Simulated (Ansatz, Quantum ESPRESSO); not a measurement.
# SrTiO3 [001], cubic perovskite: uniaxial strain and lateral response

The c axis is held at a set length while the cell relaxes sideways. How do the lateral strain and the stress follow? The strained cell has c along the load; unstrained it is a = 3.8916 Å, b = 3.8916 Å, c = 3.8916 Å, α = 90.00°, β = 90.00°, γ = 90.00°, with 5 atoms. The symmetry of the cell is held, so distortions that would lower it, which this phase may prefer, aren't tested.

Calculated with Quantum ESPRESSO 7.5, PBEsol, GBRV 1.5 ultrasoft potentials, cutoff 680 eV, Fermi–Dirac smearing 0.02 eV, k-mesh 7×7×7, no spin polarisation, no spin-orbit coupling.

Relaxed positions at 0 %:

```
atom       x       y       z
  Sr  0.0000  0.0000  0.0000
  Ti  0.5000  0.5000  0.5000
   O  0.5000  0.5000  0.0000
   O  0.5000  0.0000  0.5000
   O  0.0000  0.5000  0.5000
```

```
ε_c (%)   a (Å)   c (Å)  ε_a (%)  σ (GPa, tension positive)
     −3  3.9197  3.7748    0.724                     −10.62
     −2  3.9100  3.8137    0.473                      −6.73
     −1  3.9008  3.8527    0.237                      −3.19
      0  3.8916  3.8916    0.000                      −0.01
      1  3.8830  3.9305   −0.222                       2.89
      3  3.8665  4.0083   −0.644                       7.85
```

**Question.** Fit both responses and give the free strain and the stress at +2 %, a row left out above.

Least squares with y = y0 + y1 ε + y2 ε² (ε in %) gives ε_a = 0.002 + (−0.2280) ε + (0.0042) ε² and σ = 0.00 + (3.072) ε + (−0.154) ε² GPa. The linear terms put the ratio of free to applied strain at −0.228 and the Young modulus at 307 GPa.

At +2 % the free strain comes out as −0.437 %. The run itself gives −0.437 %, so the estimate misses by 0.000 %, a rounding's worth.

The stress comes out as 5.53 GPa. The run itself gives 5.50 GPa, so the estimate misses by 0.03 GPa; the fitted rows themselves lie up to 0.03 GPa off the law.

Along a cube axis ν = C12/(C11 + C12) and Y = (C11 − C12)(C11 + 2C12)/(C11 + C12), so C11 = Y(1 − ν)/[(1 + ν)(1 − 2ν)] = 355 GPa and C12 = 105 GPa. Measured: 322 and 104 GPa (arxiv:2303.03473).

The negative ε² term means that the crystal stiffens in compression and softens in tension.

The same fit over all rows at other levels or in other programs gives the strain ratio = −0.229 with PBEsol (Ansatz) and −0.228 with PBEsol (Quantum ESPRESSO, PseudoDojo).

[Logs are printed without paths, hosts, clocks, repeated set-up lines and the standing remarks that a program may print on its own settings, such as how far it seeks lower states.]
